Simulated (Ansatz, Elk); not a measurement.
## SrZn3: X-ray structure factors from the self-consistent density

Structure refinements treat a crystal as free atoms side by side. For a made-up structure of SrZn3 (cell and positions from a PBE relaxation) the runs below show what the calculated density changes in F(hkl).

Main program and level: Elk 11.2.3 (patched build); DFT, PBE, all-electron APW+lo, Dirac cores, scalar-relativistic bands, static density, no spin.

This account leaves out most program logs.

The structure was built from a prototype and need not be the compound's stable phase.

### Step 1. The structure

The structure is hexagonal, space group P6_3/mmc (No. 194). The conventional cell has a = 7.109 Å, b = 7.109 Å, c = 4.296 Å, α = 90.00°, β = 90.00°, γ = 120.00°. Sr has 12 Zn at 3.32 to 3.59 Å nearest. Nearest to Zn lie 6 Zn at 2.67 to 2.74 Å and 4 Sr at 3.32 to 3.59 Å. Farther neighbours are not listed.

As a file:

```cif
data_structure
_symmetry_space_group_name_H-M 'P 1'
_symmetry_Int_Tables_number 1
_cell_length_a 7.1086
_cell_length_b 7.1086
_cell_length_c 4.2965
_cell_angle_alpha 90.000
_cell_angle_beta 90.000
_cell_angle_gamma 120.000
_cell_volume 188.02
loop_
_atom_site_label
_atom_site_type_symbol
_atom_site_fract_x
_atom_site_fract_y
_atom_site_fract_z
_atom_site_occupancy
Sr1 Sr 0.66667 0.33333 0.75000 1
Sr2 Sr 0.33333 0.66667 0.25000 1
Zn3 Zn 0.74348 0.87174 0.75000 1
Zn4 Zn 0.12826 0.25652 0.75000 1
Zn5 Zn 0.12826 0.87174 0.75000 1
Zn6 Zn 0.25652 0.12826 0.25000 1
Zn7 Zn 0.87174 0.74348 0.25000 1
Zn8 Zn 0.87174 0.12826 0.25000 1
```

### Step 2. Ground state and structure factors

An all-electron density is needed, since X-rays see the cores too. Task 0 finds the density and task 195 Fourier-transforms it; tshift is off so that phases refer to the origin typed.

elk.in

```
tasks
  0
  195

xctype
  20

spinpol
  .false.

rgkmax
  7.0

gmaxvr
  14.0

lmaxo
  7

lmaxapw
  8

swidth
  0.002

tshift
  .false.

ramdisk
  .false.

hmaxvr
  5.5

maxscl
  120

epspot
  1e-06

sppath
  './'

avec
  13.43328786646 -0.00000000000 0.00000000000
  -6.71664393323 11.63356854870 0.00000000000
  0.00000000000 0.00000000000 8.11917876487

atoms
  2
  'Sr.in'
  2
  0.6666666667 0.3333333333 0.7500000000   0.000000 0.000000 0.000000
  0.3333333333 0.6666666667 0.2500000000   0.000000 0.000000 0.000000
  'Zn.in'
  6
  0.7434805277 0.8717402639 0.7500000000   0.000000 0.000000 0.000000
  0.1282597361 0.2565194723 0.7500000000   0.000000 0.000000 0.000000
  0.1282597361 0.8717402639 0.7500000000   0.000000 0.000000 0.000000
  0.2565194723 0.1282597361 0.2500000000   0.000000 0.000000 0.000000
  0.8717402639 0.7434805277 0.2500000000   0.000000 0.000000 0.000000
  0.8717402639 0.1282597361 0.2500000000   0.000000 0.000000 0.000000

ngridk
  4 4 5
```

Started as:

```bash
OMP_NUM_THREADS=4 elk
```

It took 58 s on 4 threads of Arm Neoverse V2, shared host; peak memory 0.35 GiB.

SFACRHO.OUT:

```text

h k l indices transformed by vhmat matrix:
   1.000000000       0.000000000       0.000000000    
   0.000000000       1.000000000       0.000000000    
   0.000000000       0.000000000       1.000000000    

      h      k      l  multipl.   |H|            Re(F)            Im(F)           |F|

      0      0      0      1   0.0000000       256.00000     -0.39473293E-16   256.00000    
      0      1      0      6  0.54009097       41.271913      0.13206535E-13   41.271913    
      0      0      1      2  0.77386956      0.13052872E-13  0.13206535E-13  0.18568522E-13
     -1     -1      0      6  0.93546500       38.832155     -0.43204171E-13   38.832155    
      0      1     -1      6  0.94370141      -33.022568      0.26413070E-13   33.022568    
      1      0     -1      6  0.94370141       33.022568      0.22010892E-13   33.022568    
     -2      2      0      6   1.0801819      -86.908613      0.20360075E-13   86.908613    
     -2      1     -1     12   1.2140712      0.53803760E-07 -0.19809802E-13  0.53803760E-07
      0     -2     -1      6   1.3287841      -152.29464     -0.22148460E-13   152.29464    
      0      2     -1      6   1.3287841       152.29464     -0.21460619E-13   152.29464    
     -2     -1      0     12   1.4289464      -73.373027     -0.33016337E-13   73.373027    
      0      0      2      2   1.5477391      -194.31755     -0.14164696E-15   194.31755    
     -3      0      0      6   1.6202729      -5.6158495     -0.50625051E-13   5.6158495    
     -1      3     -1     12   1.6250421       14.878199      0.26413070E-13   14.878199    
      3     -1     -1     12   1.6250421      -14.878199      0.70434853E-13   14.878199    
     -1      0     -2      6   1.6392665      -32.074230     -0.11005446E-13   32.074230    
     -1      0      2      6   1.6392665      -32.074230     -0.13206535E-13   32.074230    
     -3      3     -1      6   1.7955942      -99.976924     -0.55027229E-15   99.976924
```

Elk indexes on the primitive cell of elk.in and gives |H| = 4π sin θ/λ in inverse bohr. Below, one row stands for each form hkl of the conventional cell (m members, Friedel mates merged), F is for one primitive cell and the density is static (no thermal factor). Free-atom factors are Waasmaier and Kirfel's, and R is Σm||F|−|F'||/Σm|F|.

| hkl | m | sin θ/λ (Å⁻¹) | abs F, DFT | neutral atoms | diff. |
| --- | --- | --- | --- | --- | --- |
| 100 | 6 | 0.081 | 41.272 | 41.390 | -0.118 |
| 001 | 2 | 0.116 | 0.000 | 0.000 | +0.000 |
| 110 | 6 | 0.141 | 38.832 | 38.769 | +0.063 |
| 101 | 12 | 0.142 | 33.023 | 32.880 | +0.143 |
| 200 | 6 | 0.162 | 86.909 | 86.961 | -0.052 |
| 111 | 12 | 0.183 | 0.000 | 0.000 | +0.000 |
| 201 | 12 | 0.200 | 152.295 | 153.012 | -0.717 |
| 210 | 12 | 0.215 | 73.373 | 73.772 | -0.399 |
| 002 | 2 | 0.233 | 194.318 | 195.807 | -1.489 |
| 300 | 6 | 0.244 | 5.616 | 6.213 | -0.598 |
| 211 | 24 | 0.244 | 14.878 | 15.527 | -0.649 |
| 102 | 12 | 0.246 | 32.074 | 32.756 | -0.682 |
| 301 | 12 | 0.270 | 99.977 | 100.928 | -0.951 |
| 112 | 12 | 0.272 | 32.524 | 32.309 | +0.216 |
| 220 | 6 | 0.281 | 105.999 | 106.441 | -0.442 |
| 202 | 12 | 0.284 | 72.011 | 72.433 | -0.422 |
| 310 | 12 | 0.293 | 20.782 | 20.744 | +0.038 |
| 221 | 12 | 0.304 | 0.000 | 0.000 | +0.000 |

### Step 3. The highest occupied states alone

An energy window below the Fermi level keeps the highest occupied states, to see at which angles they scatter; shallow core shells can lie inside it and anion s states outside. No new self-consistency is needed.

elk.in: that of step 2 with these lines changed.

```diff
@@ -1,3 +1,2 @@
 tasks
-  0
   195
@@ -40,2 +39,5 @@
 
+wsfac
+  -0.272170 0.468830
+
 sppath
```

Started as:

```bash
OMP_NUM_THREADS=4 elk
```

The job ended after 25 s (4 threads; peak memory 0.25 GiB).

States within 12 eV below the Fermi level hold 76.00 electrons; any levels below the window count with the cores. Their amplitudes can exceed the total, where window and core parts have opposite phase:

| hkl | sin θ/λ (Å⁻¹) | abs F, window | abs F, all |
| --- | --- | --- | --- |
| 100 | 0.081 | 28.272 | 41.272 |
| 001 | 0.116 | 0.000 | 0.000 |
| 110 | 0.141 | 9.108 | 38.832 |
| 101 | 0.142 | 7.997 | 33.023 |
| 200 | 0.162 | 18.434 | 86.909 |
| 111 | 0.183 | 0.000 | 0.000 |
| 201 | 0.200 | 31.183 | 152.295 |
| 210 | 0.215 | 13.318 | 73.373 |
| 002 | 0.233 | 40.137 | 194.318 |
| 300 | 0.244 | 17.708 | 5.616 |

### Step 4. Another functional

The difference from free atoms is small, so it is set against the change that LDA (Perdew-Wang) makes.

elk.in: that of step 3 with these lines changed.

```diff
@@ -1,2 +1,3 @@
 tasks
+  0
   195
@@ -4,3 +5,3 @@
 xctype
-  20
+  3
 
@@ -39,5 +40,2 @@
 
-wsfac
-  -0.272170 0.468830
-
 sppath
```

Started as:

```bash
OMP_NUM_THREADS=4 elk
```

Elapsed: 36 s, on 4 threads; peak memory 0.25 GiB.

Against the first run R = 0.05 %; the largest change is -0.084 at 320.

### Step 5. Basis size

A smaller basis shows how fast F responds to it; the change is likely larger than the basis error of the first run, but doesn't show convergence.

elk.in: that of step 4 with these lines changed.

```diff
@@ -5,3 +5,3 @@
 xctype
-  3
+  20
 
@@ -11,3 +11,3 @@
 rgkmax
-  7.0
+  5.5
```

Started as:

```bash
OMP_NUM_THREADS=4 elk
```

Run time: 49 s. Hardware: 4 threads; peak memory 0.32 GiB.

Against the first run R = 0.03 %; the largest change is +0.108 at 320.

### Step 6. Settings against the effect

| run | R against the first run (%) | R against neutral atoms, low angle (%) | wall time |
| --- | --- | --- | --- |
| PBE, rgkmax 7 | 0.00 | 0.80 | 58 s |
| LDA (Perdew-Wang) | 0.05 | 0.82 | 36 s |
| rgkmax 5.5 | 0.03 | 0.79 | 49 s |

### Step 7. What came out

```
R against neutral atoms, sin θ/λ < 0.3 Å⁻¹ : 0.80 %
R against neutral atoms, 0.3 to 0.72 Å⁻¹   : 0.21 %
```

What this shows: Independent neutral atoms miss the calculated amplitudes by R = 0.80 % below 0.3 Å⁻¹ and 0.21 % from there to 0.72 Å⁻¹; by shells, 0.32 % below 0.15 Å⁻¹ (3 forms), 0.86 % 0.15 to 0.3 (12 forms), 0.31 % 0.3 to 0.45 (23 forms), 0.18 % above 0.45 (96 forms). Bonding, aspherical density and the tables' own atoms all enter these figures, and the runs don't part them. The largest change of an amplitude is -1.49 electrons, at 002. The window's part falls from 76.0 electrons at the origin to at most 17.70 between 0.45 and 0.72 Å⁻¹, where compact states inside the window still scatter. Below 0.3 Å⁻¹ the changes that finished (LDA (Perdew-Wang) and rgkmax 5.5) move F by R = 0.03 % at most, against the 0.80 % that separates it from free atoms. The k-mesh has no finished test. Part of the difference isn't bonding: the tables are fits to free atoms and ions calculated by other methods than this functional. Thermal motion, anomalous dispersion and extinction are left out.

[Logs are printed without paths, hosts, clocks, repeated set-up lines and the standing remarks that a program may print on its own settings, such as how far it seeks lower states.]

[Hosts, paths, dates, database ids (printed as entryN), source tags and the programs' standing remarks are cut or masked in the printed files.]
